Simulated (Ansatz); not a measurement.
## In: optical spectrum from first principles: ground state and bands

Ansatz 0.2.0; DFT, LDA, plane-wave PAW, default files, scalar-relativistic, ground state.

The self-consistent density comes first; it also tells whether there is a gap, which decides the occupations and the need for a Drude term.

input.yaml

```yaml
crystal:
  lattice:
    - [-1.62547, 1.62547, 2.4737]
    - [1.62547, -1.62547, 2.4737]
    - [1.62547, 1.62547, -2.4737]
  atoms:
    - { symbol: In, position: [0.0, 0.0, 0.0] }
kpoints:
  mp_grid: { grid: [10, 10, 10] }
  band_path:
    path:
      - [[0.0, 0.0, 0.0], [0.0, 0.0, 0.5], [-0.21589066, 0.21589066, 0.5], [-0.35794533, 0.35794533, 0.35794533], [0.0, 0.0, 0.0], [0.5, 0.5, -0.5], [0.35794533, 0.64205467, -0.35794533], [0.0, 0.5, 0.0], [0.25, 0.25, 0.25], [0.5, 0.5, -0.21589066], [0.5, 0.5, -0.5]]
      - [[0.0, 0.0, 0.5], [0.25, 0.25, 0.25]]
    npoints: 4
scf:
  occupations: { method: fermi_dirac, width: 0.05 }
  n_extra_bands: 6
hamiltonian:
  xc: lda
  pseudopotentials: { kind: paw }
output:
  forces: true
  stress: true
  populations: true
  write_bands: true
```

Launch:

```
$ ansatz run input.yaml --threads 4 --pin off --max-ram 8192MiB --backend cpu --events-out ev --progress --plain --runs-dir out
```

Q: Predict the electronic bands.

The cell holds 13 valence electrons, an odd number, so without spin polarisation at least one band is left partly filled and the system must be a metal.

Numbers from this step:

```
volume              : 26.14 Å³
gap on the path     : 0 eV
```

The electronic bands at the labelled points (eV, zero at the Fermi level; # counts the bands kept):

| point | #1 | #2 | #3 | #4 | #5 | #6 |
| --- | --- | --- | --- | --- | --- | --- |
| Γ | -9.53 | 10.48 | 10.48 | 10.63 | 11.75 | 14.08 |
| halfway | -7.59 | 5.85 | 6.15 | 6.45 | 8.74 | 9.40 |
| X | -1.89 | -1.71 | 3.53 | 3.96 | 7.15 | 7.53 |
| halfway | -1.63 | -1.45 | 2.28 | 2.36 | 9.29 | 9.60 |
| Y | -1.75 | -0.19 | 0.20 | 1.43 | 13.03 | 13.19 |
| halfway | -2.33 | -0.80 | -0.18 | 3.57 | 12.07 | 15.84 |
| S | -2.57 | -1.14 | -0.43 | 6.15 | 9.10 | 15.91 |
| halfway | -7.52 | 3.34 | 4.15 | 10.63 | 12.56 | 13.59 |
| Γ | -9.53 | 10.48 | 10.48 | 10.63 | 11.75 | 14.08 |
| halfway | -7.85 | 5.17 | 6.67 | 6.67 | 9.37 | 9.48 |
| Z | -2.97 | -2.60 | 4.74 | 4.74 | 8.31 | 8.38 |
| halfway | -2.78 | -2.23 | 2.27 | 5.10 | 8.53 | 11.31 |
| S1 | -2.57 | -1.14 | -0.43 | 6.15 | 9.10 | 15.91 |
| halfway | -3.84 | -2.60 | 3.45 | 7.69 | 10.04 | 15.56 |
| N | -4.33 | -3.29 | 7.50 | 9.10 | 11.27 | 11.56 |
| halfway | -3.50 | -2.22 | 4.23 | 5.36 | 9.82 | 12.10 |
| P | -1.33 | 0.00 | 0.00 | 1.83 | 12.47 | 13.27 |
| halfway | -1.89 | -0.96 | 0.33 | 4.65 | 7.82 | 12.69 |
| Y1 | -1.75 | -0.19 | 0.20 | 1.43 | 13.03 | 13.19 |
| halfway | -2.58 | -1.86 | 2.42 | 2.77 | 11.47 | 11.56 |
| Z | -2.97 | -2.60 | 4.74 | 4.74 | 8.31 | 8.38 |
| jump to X | -1.89 | -1.71 | 3.53 | 3.96 | 7.15 | 7.53 |
| halfway | -1.54 | -1.39 | 2.03 | 2.69 | 9.38 | 9.58 |
| P | -1.33 | 0.00 | 0.00 | 1.83 | 12.47 | 13.27 |

The electronic bands as a text plot (rows in eV, shown from -8.0 to 8.0 only; labels by their first letter):

```
    7.7 |     ****          **              * *       *       *
    7.0 |       *           **    **      **   *
    6.3 |   **         *
    5.7 |   **                           *   *  **
    5.0 |             *           *******                    *
    4.3 |     **          **                    **    *
    3.7 |       **   *    **           *    *               * *
    3.0 |        *                                * ** *   *  **
    2.3 |     **  *                     *                  *   **
    1.7 |          **                             **    ***
    1.0 |          *    **          **   ***             **     *
    0.3 |           *   **                         ******
   -0.3 |           ****                                *
   -1.0 |          * ***                          * **** **     *
   -1.7 |       *****                    ***       ******  *  ***
   -2.3 |            ***              ****  *   ***      *****
   -3.0 |                             *** ** ***            **
   -3.7 |                                   *   **
   -4.3 |                                    ***
   -5.0 |     **        **
   -5.7 |                           **
   -6.3 |
   -7.0 |
   -7.7 |   **            **      **
         Γ      X   Y  S       Γ      Z  S    N    P    Y   Z|X P
```

[Logs are printed without paths, hosts, clocks, repeated set-up lines and the standing remarks that a program may print on its own settings, such as how far it seeks lower states.]

[Hosts, paths, dates, database ids (printed as entryN), source tags and the programs' standing remarks are cut or masked in the printed files.]
